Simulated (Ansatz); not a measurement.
# AlN (F-43m):W_Al, thermodynamic levels from a 54-atom cell, part 2 of 2

Aim: at which Fermi levels does W_Al in AlN (F-43m) change its charge? The model is a cell of 54 host atoms with 1 Al taken out and 1 W put in.

Ansatz; place-levels on r2SCAN runs: charge-transition levels and formation energies with image-charge correction and potential alignment at the atomic sites; PAW set soft_1.

So far: The starting structure; The runs of each charge state.

**3. Placing the levels, r2SCAN**

A charged cell interacts with its images and the background, and its potential has another zero than the host's. place-levels removes the first by a point-charge model, screened by the static dielectric constant since the ions have relaxed around the charge, and the second by comparing potentials at atoms far from the defect.

The host is a run of the defect-free crystal in the same cutoffs, grids and k-points, so that basis and sampling errors cancel in part in the differences. The host is run in a cell of 2 atoms on a matching mesh. Its band edges are searched through the zone by a band path, so the gap is smaller than, or equal to, that on the mesh. Chemical potentials are energies per atom of Al (fcc) and W (bcc), run with the same functional and cutoff.

Input file levels.point.yaml:

```yaml
host:
  run: host.point.run
states: [qm1.point.run, qm1_M4.point.run, qm1_M2.point.run, q0_M1.point.run, q0_M3.point.run, qp1.point.run, qp1_M2.point.run, qp2_M1.point.run]
geometry_from:
  qm1.point.run: qm1.relax.run
  qm1_M4.point.run: qm1_M4.relax.run
  qm1_M2.point.run: qm1_M2.relax.run
  q0_M1.point.run: q0_M1.relax.run
  q0_M3.point.run: q0_M3.relax.run
  qp1.point.run: qp1.relax.run
  qp1_M2.point.run: qp1_M2.relax.run
  qp2_M1.point.run: qp2_M1.relax.run
  host.point.run: host.relax.run
chemical_potentials:
  Al:
    energy: -540.418346
    dataset: <sha256 of the dataset>
  W:
    energy: -10398.256653
    dataset: <sha256 of the dataset>
epsilon: 4.64
static_epsilon: 8.51
vertical:
  - { from: qm1.point.run, to: qm1.point_neutral.run }
  - { from: qm1_M4.point.run, to: qm1_M4.point_neutral.run }
  - { from: qm1_M2.point.run, to: qm1_M2.point_neutral.run }
  - { from: qp1.point.run, to: qp1.point_neutral.run }
  - { from: qp1_M2.point.run, to: qp1_M2.point_neutral.run }
  - { from: qp2_M1.point.run, to: qp2_M1.point_neutral.run }
```

Command:

```
$ ansatz place-levels levels.point.yaml -- --threads 4 --pin off --max-ram 7536MiB
```

Log:

```text
[... repeated set-up lines and file paths are left out, and long positions are rounded to six places ...]
(+2/+1) 1.972 eV above the valence edge, 1.946 eV under the conduction edge
(+1/0) 3.137 eV above the valence edge, 0.781 eV under the conduction edge
(0/-1) 4.003 eV above the valence edge, in the conduction band
formation energy of charge +2: +1.297 eV with the Fermi level at the valence edge
formation energy of charge +1: +3.269 eV with the Fermi level at the valence edge
formation energy of charge 0: +6.406 eV with the Fermi level at the valence edge
formation energy of charge -1: +10.409 eV with the Fermi level at the valence edge
vertical -1 to 0: no energy, since no alignment is typed
  the change from vertical[0].from (qm1.point.run) to vertical[0].to (qm1.point_neutral.run): by its potential at epsilon 4.64 it stands at 0.348 0.677 0.682, with an rms radius of about 2.4 Å (1.3 1.5 1.3 Å across the planes of the cell's vectors); [...]
vertical -1 to 0: no energy, since no alignment is typed
  the change from vertical[1].from (qm1_M4.point.run) to vertical[1].to (qm1_M4.point_neutral.run): by its potential at epsilon 4.64 it stands at 0.275 0.608 0.700, with an rms radius of about 1.8 Å (1.1 1.1 0.7 Å across the planes of the cell's vectors); [...]
vertical -1 to 0: no energy, since no alignment is typed
  the change from vertical[2].from (qm1_M2.point.run) to vertical[2].to (qm1_M2.point_neutral.run): by its potential at epsilon 4.64 it stands at 0.350 0.631 0.791, with an rms radius of about 2.2 Å (1.1 1.2 1.4 Å across the planes of the cell's vectors); [...]
vertical +1 to 0: no energy, since no alignment is typed
  the change from vertical[3].from (qp1.point.run) to vertical[3].to (qp1.point_neutral.run): by its potential at epsilon 4.64 it stands at 0.321 0.715 0.754, with an rms radius of about 2.0 Å (1.3 0.9 1.1 Å across the planes of the cell's vectors); [...]
vertical +1 to 0: no energy, since no alignment is typed
  the change from vertical[4].from (qp1_M2.point.run) to vertical[4].to (qp1_M2.point_neutral.run): by its potential at epsilon 4.64 it stands at 0.330 0.664 0.663, with an rms radius of about 2.9 Å (1.7 1.7 1.7 Å across the planes of the cell's vectors); [...]
vertical +2 to 0: no energy, since no alignment is typed
  the change from vertical[5].from (qp2_M1.point.run) to vertical[5].to (qp2_M1.point_neutral.run): by its potential at epsilon 4.64 it stands at 0.361 0.687 0.688, with an rms radius of about 2.5 Å (1.5 1.4 1.4 Å across the planes of the cell's vectors); [...]
  edges by r2scan, gap 3.918 eV; the host is sampled to repeats of 18.54 Å
  the defect's cells are sampled to repeats of 18.54 Å, like sampling
  charge +2: -34937.7774 eV with its correction of +1.974 eV, at epsilon 8.51, aligned at sites: +0.3950 eV, mean over 19 atomic sites at or beyond 4.63 Å from the host's site at [0.3332, 0.6666, 0.6666] by the defect at [0.3333, 0.6667, 0.6667], with [...]
  charge +1: -34929.1045 eV with its correction of +0.706 eV, at epsilon 8.51, aligned at sites: +0.4099 eV, mean over 19 atomic sites at or beyond 4.63 Å from the host's site at [0.3332, 0.6666, 0.6666] by the defect at [0.3333, 0.6667, 0.6667], with [...]
  charge 0: +0.000 eV for its dipole among its images, +0.000 omitted
  charge -1: -34908.5633 eV with its correction of -0.210 eV, at epsilon 8.51, aligned at sites: +0.5063 eV, mean over 19 atomic sites at or beyond 4.63 Å from the host's site at [0.3332, 0.6666, 0.6666] by the defect at [0.3333, 0.6667, 0.6667], with [...]
  charge +1: states[5] (qp1.point.run) stands 0.590 eV higher, with a moment of 0.00 μB against 2.00
  charge 0: states[3] (q0_M1.point.run) stands 0.219 eV higher, with a moment of 1.00 μB against 3.00
  charge -1: states[2] (qm1_M2.point.run) stands 0.098 eV higher, with a moment of 2.00 μB against 4.00
  charge -1: states[0] (qm1.point.run) stands 0.410 eV higher, with a moment of 0.00 μB against 4.00
  of states[7] (qp2_M1.point.run): it parts from the run at its places by a charge that spreads by about 1.5 Å along one vector (1.3 Å or more is wide), by its potential at epsilon 4.64, taken for that of held ions (one typed too small widens it), where the [...]
  of states[6] (qp1_M2.point.run): it parts from the run at its places by a charge that spreads by about 1.7 Å along one vector (1.3 Å or more is wide), by its potential at epsilon 4.64, taken for that of held ions (one typed too small widens it), where the [...]
  of states[4] (q0_M3.point.run): its alignment with the host at atomic sites is doubtful: the mean over the far sites moves by +0.0756 eV from their farther parts to their nearer, more than 0.05 eV. [...]
  of states[1] (qm1_M4.point.run): its alignment with the host at atomic sites is doubtful: the mean over the far sites moves by +0.1901 eV from their farther parts to their nearer, more than 0.05 eV. [...]
  of states[3] (q0_M1.point.run): its alignment with the host at atomic sites is doubtful: the mean over the far sites moves by +0.0651 eV from their farther parts to their nearer, more than 0.05 eV. [...]
  of states[2] (qm1_M2.point.run): it parts from the run at its places by a charge that spreads by about 1.4 Å along one vector (1.3 Å or more is wide), by its potential at epsilon 4.64, taken for that of held ions (one typed too small widens it), where the [...]
  of states[0] (qm1.point.run): it parts from the run at its places by a charge that spreads by about 1.5 Å along one vector (1.3 Å or more is wide), by its potential at epsilon 4.64, taken for that of held ions (one typed too small widens it), where the cell [...]
  of vertical[0].from (qm1.point.run): it parts from the run at its places by a charge that spreads by about 1.5 Å along one vector (1.3 Å or more is wide), by its potential at epsilon 4.64, taken for that of held ions (one typed too small widens it), where [...]
  of vertical[0].to (qm1.point_neutral.run): stability_check_not_made
  of vertical[1].from (qm1_M4.point.run): stability_check_not_made
  of vertical[1].to (qm1_M4.point_neutral.run): stability_check_not_made
  of vertical[2].from (qm1_M2.point.run): stability_check_not_made; [...]
  of vertical[2].to (qm1_M2.point_neutral.run): stability_check_not_made
  of vertical[3].to (qp1.point_neutral.run): stability_check_not_made
  of vertical[4].from (qp1_M2.point.run): stability_check_not_made; [...]
  of vertical[4].to (qp1_M2.point_neutral.run): its moments are held at its close (magnetization.spin_locking), by a field of 0.177 eV a Bohr magneton, and its energy and levels are of the state that this holds: a run that lets them go can end lower; [...]
  of vertical[5].from (qp2_M1.point.run): stability_check_not_made; [...]
  of vertical[5].to (qp2_M1.point_neutral.run): its moments are held at its close (magnetization.spin_locking), by a field of 0.285 eV a Bohr magneton, and its energy and levels are of the state that this holds: a run that lets them go can end lower; [...]
```

Elapsed: 0.87 s, on 4 threads of Arm Neoverse V1, shared host.

Levels between the charges placed, in eV above the valence top:

```
        gap (eV)  (+2/+1)  (+1/0)  (0/−1)
r2SCAN      3.92     1.97    3.14    4.00
```

Corrections by state:

```
charge  moment (μB)  image terms and alignment (eV)  band filling (eV)  ε used  over the lowest of its charge, as the program ranks them, band filling apart (eV)
    +2          1.0                           1.974                  -    8.51                                                                              0.000
    +1          2.0                           0.706                  -    8.51                                                                              0.000
     0          3.0                           0.000                  -       -                                                                              0.000
    −1          4.0                          -0.210                  -    8.51                                                                              0.000
    +1          0.0                           0.718                  -    8.51                                                                              0.590
     0          1.0                           0.000                  -       -                                                                              0.219
    −1          2.0                          -0.210                  -    8.51                                                                              0.098
    −1          0.0                          -0.209                  -    8.51                                                                              0.410
```

The charged structures listed were also run neutral, and place-levels reads from each pair, by the potential or the spins, how wide the charge is by which they differ; that can be the carrier of either run.

```
charge  rms radius (Å)  spread where it is widest against the cell (Å)  wide from (Å)  reading
    +2             2.5                                            1.45           1.31     wide
    +1             2.9                                            1.69           1.31     wide
    −1             1.8                                            1.13           1.31   narrow
```

The neutral runs of these pairs need not share the spin of the lowest neutral state, and very wide values only mean spread over the cell.

From the program's caveats on the states, each cut to its opening words:

- charge +2 (1 μB), −1: it parts from the run at its places by a charge that spreads by about 1.5 Å along one vector (1.3 Å or more is wide), by its potential at epsilon 4.64, taken [...]
- charge +2 (1 μB): its alignment with the host at atomic sites is doubtful: the mean over the far sites moves by -0.1422 eV from their farther parts to their nearer, more than [...]
- charge +2 (1 μB), +1 (2 μB), 0 (3 μB), −1 (4 μB), 0 (1 μB), −1 (2 μB): flagged: stability check not made
- charge +1 (2 μB): it parts from the run at its places by a charge that spreads by about 1.7 Å along one vector (1.3 Å or more is wide), by its potential at epsilon 4.64, taken [...]
- charge 0 (3 μB): its alignment with the host at atomic sites is doubtful: the mean over the far sites moves by +0.0756 eV from their farther parts to their nearer, more than [...]
- charge −1 (4 μB): its alignment with the host at atomic sites is doubtful: the mean over the far sites moves by +0.1901 eV from their farther parts to their nearer, more than [...]
- charge 0 (1 μB): its alignment with the host at atomic sites is doubtful: the mean over the far sites moves by +0.0651 eV from their farther parts to their nearer, more than [...]
- charge −1 (2 μB): it parts from the run at its places by a charge that spreads by about 1.4 Å along one vector (1.3 Å or more is wide), by its potential at epsilon 4.64, taken [...]
- charge −1 (2 μB): its alignment with the host at atomic sites is doubtful: the mean over the far sites moves by +0.1558 eV from their farther parts to their nearer, more than [...]
- charge −1: its alignment with the host at atomic sites is doubtful: the mean over the far sites moves by +0.1344 eV from their farther parts to their nearer, more than [...]

Chemical potentials of the elements' reference phases, run alike. Formation energies (elemental references), with the Fermi level at the valence top and at the conduction bottom (gap 3.92 eV):

| charge | at valence top (eV) | at conduction bottom (eV) | correction included (eV) |
| --- | --- | --- | --- |
| +2 | 1.30 | 9.13 | 1.97 |
| +1 | 3.27 | 7.19 | 0.71 |
| 0 | 6.41 | 6.41 | 0.00 |
| −1 | 10.41 | 6.49 | -0.21 |

Fermi level (eV), lowest formation energy (eV) and a bar from the least value:
```
     0.00       1.30 
     0.36       2.01 ####
     0.71       2.72 ########
     1.07       3.43 #############
     1.42       4.14 #################
     1.78       4.86 #####################
     2.14       5.41 ########################
     2.49       5.76 ##########################
     2.85       6.12 ############################
     3.21       6.41 ##############################
     3.56       6.41 ##############################
     3.92       6.41 ##############################
```

**4. The same at the relaxations' own k-points**

The relaxations' own energies give the levels at their sampling, for comparison.

Input file levels.relax_mesh.yaml:

```yaml
host:
  run: host.relax.run
states: [qm1.relax.run, qm1_M4.relax.run, qm1_M2.relax.run, q0_M1.relax.run, q0_M3.relax.run, qp1.relax.run, qp1_M2.relax.run, qp2_M1.relax.run]
chemical_potentials:
  Al:
    energy: -540.418346
    dataset: <sha256 of the dataset>
  W:
    energy: -10398.256653
    dataset: <sha256 of the dataset>
```

Command:

```
$ ansatz place-levels levels.relax_mesh.yaml -- --threads 4 --pin off --max-ram 7536MiB
```

Log:

```text
(+2/+1) 1.880 eV above the valence edge, 1.990 eV under the conduction edge
(+1/0) 3.128 eV above the valence edge, 0.742 eV under the conduction edge
(0/-1) 4.056 eV above the valence edge, in the conduction band
formation energy of charge +2: +0.969 eV with the Fermi level at the valence edge
formation energy of charge +1: +2.850 eV with the Fermi level at the valence edge
formation energy of charge 0: +5.977 eV with the Fermi level at the valence edge
formation energy of charge -1: +10.033 eV with the Fermi level at the valence edge
  edges by r2scan, gap 3.870 eV; the host is sampled to repeats of 9.27 Å
[... the lines on each state left out ...]
```

Wall time 0.23 s (4 threads).

Levels between neighbouring charges, in eV above the valence top:

```csv
,gap (eV),(+2/+1),(+1/0),(0/−1)
"one point at (¼, ¼, ¼)",3.87,1.88,3.13,4.06
a 2×2×2 shifted mesh,3.92,1.97,3.14,4.00
```

Going from one point at (¼, ¼, ¼) to a 2×2×2 shifted mesh moves the levels that carry no band-filling term by up to 0.09 eV and formation energies against the elements by up to 0.43 eV.

**5. What came out**

```
gap of the host                                                             : 3.92 eV (r2SCAN)
level (plus 2/plus 1)                                                       : 1.97 eV above the valence top
level (plus 1/0)                                                            : 3.14 eV above the valence top
level (0/minus 1)                                                           : 4.00 eV above the valence top, past the conduction bottom
lowest of the charges placed, just above the valence top (0.02 eV)          : +2
lowest of the charges placed, just below the conduction bottom (0.02 eV)    : 0
lowest formation energy at mid-gap of the charges run, elemental references : 5.21 eV
```

In words: Of the charges placed (−1, 0, +1 and +2), the lowest changes at 1.97 eV (+2/+1) and 3.14 eV (+1/0) above the valence top, in a gap of 3.92 eV. (0/−1) lies 0.08 eV from a band edge, less than the doubt on such levels. Charges above +2 were not placed, so these runs say nothing of levels that involve them. States placed: +2 at 1 μB; +1 at 2 μB and 0 μB; 0 at 3 μB and 1 μB; −1 at 4 μB, 2 μB and 0 μB. Other spin states or structures, where not listed, weren't placed. Corrections reach 2.0 eV, so the cell is small for these charges and their levels are rough. W is taken at its element; compounds, which aren't counted here, bound the chemical potentials and would shift these formation energies. Going from one point at (¼, ¼, ¼) to a 2×2×2 shifted mesh moves the levels that carry no band-filling term by up to 0.09 eV and formation energies against the elements by up to 0.43 eV. The program doubts the alignment of potentials for at least one state, a sign that the cell is small. Keep in mind: r2SCAN makes the gap too small and tends to spread out bound carriers; where a gas molecule sets a chemical potential or the host's formation energy, its binding is uncorrected; spin–orbit coupling, which can matter with heavy atoms, is left out; force components of up to 0.58 eV/Å remain in a run at the final settings.

[Logs are printed without paths, hosts, clocks, repeated set-up lines and the standing remarks that a program may print on its own settings, such as how far it seeks lower states.]

[Hosts, paths, dates, database ids (printed as entryN), source tags and the programs' standing remarks are cut or masked in the printed files.]

[Where a table of states has a column of steps, it counts the stored structures, which are thinned; the runs took as many ionic steps or more.]

[A defect's name tells the site on which it was built; relaxed atoms can leave that site.]

[For some hosts the program warned that the k-mesh of the response run may be too coarse for force constants and the static dielectric constant; such warnings are not shown here.]
